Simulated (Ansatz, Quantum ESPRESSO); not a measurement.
# YSc3 (Pm-3m): zone-centre phonons, part 3 of 3

Aim: the zone-centre modes of YSc3 (Pm-3m).

Quantum ESPRESSO 7.5; DFT PBE, scalar-relativistic, plane waves, SPMS norm-conserving pseudopotentials.

So far, highest optical zone-centre mode (no LO-TO term) (cm⁻¹): step 6 (modes with the sum rule) 197; step 8 (without ASR) 198.

The structure was built from a prototype and need not be the compound's stable phase.

**9. The same in Ansatz**

The same cell goes through another code, with its own cutoff. It uses its own PAW datasets, so the potentials differ. Its k mesh is centred on Γ.

This step: DFT PBE, scalar-relativistic, plane waves, PAW (Ansatz 0.2.0).

The input, input.yaml:

```yaml
crystal:
  lattice:
    - [4.7332698978, 0.0, 0.0]
    - [0.0, 4.7332698978, 0.0]
    - [0.0, 0.0, 4.7332698978]
  atoms:
    - { symbol: "Y", position: [0.0, 0.0, 0.0] }
    - { symbol: Sc, position: [0.0, 0.5, 0.5] }
    - { symbol: Sc, position: [0.5, 0.0, 0.5] }
    - { symbol: Sc, position: [0.5, 0.5, 0.0] }
kpoints:
  mp_grid: { grid: [8, 8, 8] }
hamiltonian:
  xc: pbe
scf:
  occupations: { method: cold, width: 0.27211 }
output:
  eigenvalues: true
phonons:
  method: dfpt
```

The run is started by

```sh
ansatz run input.yaml --threads 4 --pin off --max-ram 8192MiB --backend cpu --events-out ev --progress --plain --runs-dir out
```

Numbers of over 12 decimals in the logs are rounded to 6 here.

Log:

```text
zone centre: on kpoints.mp_grid the ground state, and the responses unless they are solved on pairs of k-points, stand on 125 of the mesh's 512 k-points, reduced under 8 symmetry operations, with k and −k counted as one. Each operation leaves every solved displacement unchanged or reverses it
Engine: ansatz 0.2.0, aarch64-unknown-linux-gnu
Pseudopotentials: kind: paw
Pseudopotential: Y, paw, valence charge 11, recommended cutoff 420 eV (normal), Y.paw.azcp
Pseudopotential: Sc, paw, valence charge 11, recommended cutoff 420 eV (normal), Sc.paw.azcp
Functional definition: PBE
  parameter kappa = 0.804
  parameter beta = 0.066725
  exchange = pbe_x(kappa = kappa, mu = beta*pi^2/3)
  correlation = pbe_c(beta = beta)
Crystal: 4 atoms, lattice volume = 106.043 Å³
Basis set: ecut = 420 eV, 2103 PW (Γ), exchange–correlation on 64×64×64 points (8 copies of the dense FFT grid, shifted against one another)
Bands: 27, of which v1, the nominal top of the filled ones, is band 22 counted from 1 (21 counted from 0)
Symmetry: 48 space group operations
k-points: 125 of 512 (irreducible under 8 space group operations)
Non-local potential: Y, projectors of the file, l = 0: 3, l = 1: 2, l = 2: 2, l = 3: 1
Non-local potential: Sc, projectors of the file, l = 0: 3, l = 1: 2, l = 2: 3, l = 3: 1
PAW form: soft (Blöchl's): semilocal exchange-correlation on the pseudo side does not see the compensation charge
PAW one-centre angular grid: Y, 590 points (default); XC on 64 Gauss nodes
PAW one-centre angular grid: Sc, 590 points (default); XC on 64 Gauss nodes
Initial density: superposition of atomic densities (neutral atoms: chi_scale 0, normalization atom), corrected by the library's trained network
Initial wavefunctions: pseudopotential atomic-orbital guess
Functional: x = pbe(κ = 0.804, μ = 0.219515), c = pbe(β = 0.066725)
SCF iter   1: F=—  HF=-10255.848405 eV  |F-HF|=—  |Δ(HF+E_count)|=         —  Δρ=2.27e-3  dr2=2.06e-2  ethr=1.77e-3  ⟨swp⟩=5.1  Hψ=46947  notcnv=0
automatic band count: the SCF goes on with 32 bands, as 27 were too few: they end inside the smearing window of the response
automatic band count: the SCF goes on with 42 bands, as 32 were too few: they end inside the smearing window of the response
preconditioner: auto → Kerker (q_TF=auto, 2.356 Å⁻¹)  [metal: Δε(μ)=0.008 eV  Ē_g=4.450 eV  σ=0.272 eV  W_gap=0.02  n_scr=26 (ndim 8)  ℏωp=12.5 eV  f_vac=0.000  D(μ)=7.79/eV (n_scr^D=80)]
SCF iter   2: F=—  HF=-10255.844504 eV  |F-HF|=—  |Δ(HF+E_count)|=   3.90e-3  S|Δr|=    0.00e0  Δρ=1.32e-3  dr2=6.84e-3  ethr=4.68e-5  ⟨swp⟩=1.0  Hψ=6250  notcnv=0
SCF iter   3: F=—  HF=-10255.843434 eV  |F-HF|=—  |Δ(HF+E_count)|=   1.07e-3  S|Δr|=    0.00e0  Δρ=2.14e-4  dr2=5.19e-5  ethr=1.55e-5  ⟨swp⟩=2.0  Hψ=4681  notcnv=0
SCF iter   4: F=—  HF=-10255.843432 eV  |F-HF|=—  |Δ(HF+E_count)|=   2.24e-6  S|Δr|=    0.00e0  Δρ=5.39e-5  dr2=3.93e-6  ethr=1.18e-7  ⟨swp⟩=2.0  Hψ=4719  notcnv=0
SCF iter   5: F=—  HF=-10255.843429 eV  |F-HF|=—  |Δ(HF+E_count)|=   2.36e-6  S|Δr|=    0.00e0  Δρ=1.39e-5  dr2=2.91e-7  ethr=8.92e-9  ⟨swp⟩=2.1  Hψ=5222  notcnv=0
SCF iter   6: F=—  HF=-10255.843429 eV  |F-HF|=—  |Δ(HF+E_count)|=   4.98e-8  S|Δr|=    0.00e0  Δρ=2.23e-6  dr2=4.09e-9  ethr=6.61e-10  ⟨swp⟩=2.0  Hψ=6373  notcnv=0
SCF iter   7: F=—  HF=-10255.843429 eV  |F-HF|=—  |Δ(HF+E_count)|=  1.44e-10  S|Δr|=    0.00e0  Δρ=5.86e-7  dr2=4.17e-10  ethr=9.29e-12  ⟨swp⟩=2.1  Hψ=6349  notcnv=0
SCF iter   8: F=-10255.843429 eV  HF=-10255.843429 eV  |F-HF|=3.64e-12  |Δ(HF+E_count)|=  1.64e-11  S|Δr|=    0.00e0  Δρ=8.15e-8  dr2=5.45e-12  ethr=1.00e-12  ⟨swp⟩=8.0  Hψ=23480  notcnv=0
SCF 1 converged in 8 iterations: F = -10255.843429 eV  dr2 = 5.45e-12
  greatest PAW one-centre occupation: 0.998 electrons in one spin orbital (limit 2), on the Sc atom at site 3 (counted from 0), in its partial waves of l = 0
DFPT response loops at Γ: preconditioner auto → Kerker (q_TF=auto, 2.356 Å⁻¹) (partly filled bands, converged f_vac=0.000); β = 1.00, the filter's whole step (`scf.mixing.beta` (0.50) is not read by the response loops under this deck's `scf.mixing.preconditioner`; to damp them name `kerker` or `kerker_dos`, under which they read `scf.mixing.beta`, and type it under 1.00, their step now; both keys bind the ground state too); Broyden in place of MSR1
SCF converged after 8 iterations
Stability not checked: this state was not tested for a lower state beside it, because cold or Methfessel-Paxton smearing, or corrected tetrahedra, fill the levels in a way that the test cannot read (fill_not_monotonic; see scf.lower_state_search)
Free energy (F): -10255.843429 eV
Harris-Foulkes:  -10255.843429 eV  (|F-HF|=3.64e-12)
Internal energy: -10255.827670 eV  (E = F + TS)
E sigma→0 (E₀):  -10255.838176 eV
Entropy (-TS):   -0.015760 eV (-3.940 meV/atom)
Fermi energy:    9.400825 eV
--- Per-component energies (eV) ---
  E_band       = -623.672118
  E_kinetic    = 1086.044056
  E_local      = -3155.981639  (includes V_loc(G=0)·N_el)
  E_nonlocal   = 300.441364
  E_hartree    = 1066.136067
  E_xc         = -485.105394
  E_vxc        = -584.899515  (∫ρ·V_xc dr)
  E_paw        = -5691.908331  (= ΣΔE_a)
  E_vpaw       = -401.548549  (= ΣTr[D̂ρ^β])
  E_aug_tail   = 0.000036  (compensation charges beyond the density's cutoff)
  E_ewald      = -3375.453829
  E_smearing   = -0.015760  (= −TS)
  E_closure    = -0.000000  (closes the sum)
  Σ components = -10255.843429   (vs F -10255.843429, Δ=0.00e0)
--- Band table (eV; the first three rows and the last of 125) ---
  k-point 0: bands = [... 18 lower, 7.6756, 8.1073, 8.7161, 8.7161, 8.7161, 10.9688, 10.9688, 10.9688, ... 16 higher]
  k-point 1: bands = [... 18 lower, 7.7722, 8.1528, 8.7725, 8.7725, 8.7826, 10.8542, 11.0234, 11.0234, ... 16 higher]
  k-point 2: bands = [... 18 lower, 8.0350, 8.3709, 8.9399, 8.9399, 8.9776, 10.5460, 10.6163, 10.6163, ... 16 higher]
  k-point 124: bands = [... 18 lower, 7.4638, 7.9352, 9.4561, 9.8745, 9.8745, 9.8745, 10.7427, 10.7427, ... 16 higher]
--- Phonons (Γ-DFPT): 3 representative perturbations + reference, on 125 of 512 k-points (Σ response iterations 9) ---
  k mesh reduced under 8 symmetry operations, with k and −k counted as one. Each operation leaves every solved displacement unchanged or reverses it
  ASR residual: 4.431e-5 → 0.000e0 eV/Å²; symmetrization residual: 2.510e-6 eV/Å²
  ASR residual per site (eV/Å²): 1.90e-6 4.43e-5 4.43e-5 4.43e-5
  Γ frequencies (cm⁻¹): 0.00 0.00 0.00 157.29 157.29 157.29 175.77 175.77 175.77 197.08 197.08 197.08
  non-analytic LO–TO correction: not included (Born effective charges unavailable; polar crystals: no LO–TO splitting at Γ)
```

Wall time 37 s (4 threads of Arm Neoverse V2, shared host); peak memory 1.7 GiB; 2.3 min of CPU time.

This step gave:

```
sum-rule residual before enforcement             : 4.43e-5 eV/Å²
highest optical zone-centre mode (no LO-TO term) : 197.1 cm⁻¹
lowest optical zone-centre mode                  : 157.3 cm⁻¹
```

**10. The two compared: QE SPMS and Ansatz, PAW**

Numbers from this step:

| Quantity | Value |
| --- | --- |
| root-mean-square difference | 0.06 cm⁻¹ |
| largest difference | 0.08 cm⁻¹ |

Frequencies side by side, by row:

```tsv
q (reciprocal lattice)	mode	QE SPMS (cm⁻¹)	Ansatz, PAW (cm⁻¹)
0 0 0	1	0	0
0 0 0	2	0	0
0 0 0	3	0	0
0 0 0	4	157.3	157.3
0 0 0	5	157.3	157.3
0 0 0	6	157.3	157.3
0 0 0	7	175.8	175.8
0 0 0	8	175.8	175.8
0 0 0	9	175.8	175.8
0 0 0	10	197.1	197.1
0 0 0	11	197.1	197.1
0 0 0	12	197.1	197.1
```

At the zone centre the largest difference (acoustic modes at Γ apart) is 0.04 % of the highest mode.

**11. Outcome**

```json
{"space group after relaxation": "Pm-3m", "volume per atom": "26.5 Å³", "highest optical zone-centre mode (no LO-TO term)": "197.1 cm⁻¹", "lowest optical zone-centre mode": "157.3 cm⁻¹", "imaginary optical modes at the zone centre (no q mesh in this session)": "none", "largest difference from Ansatz, PAW": "0.08 cm⁻¹"}
```

At the PBE level the optical modes of YSc3 (Pm-3m) at the zone centre run from 157 to 197 cm⁻¹. Of the 9 optical modes, 6 are infrared active alone and 3 are silent. QE SPMS and Ansatz, PAW agree to 0.08 cm⁻¹ (0.04 % of the highest mode compared) on all solved modes but the acoustic ones at Γ, without the LO-TO term. These are harmonic frequencies at zero temperature: anharmonic shifts and linewidths and thermal expansion are left out. In a metal the frequencies hang on the k mesh and the smearing, most of all near Kohn anomalies. The structure is a hypothetical one, built on a prototype.

[Host names and launcher messages were left out of these logs when they were recorded.]

[Logs are printed without paths, hosts, clocks, repeated set-up lines and the standing remarks that a program may print on its own settings, such as how far it seeks lower states.]

[Hosts, paths, dates, database ids (printed as entryN), source tags and the programs' standing remarks are cut or masked in the printed files.]
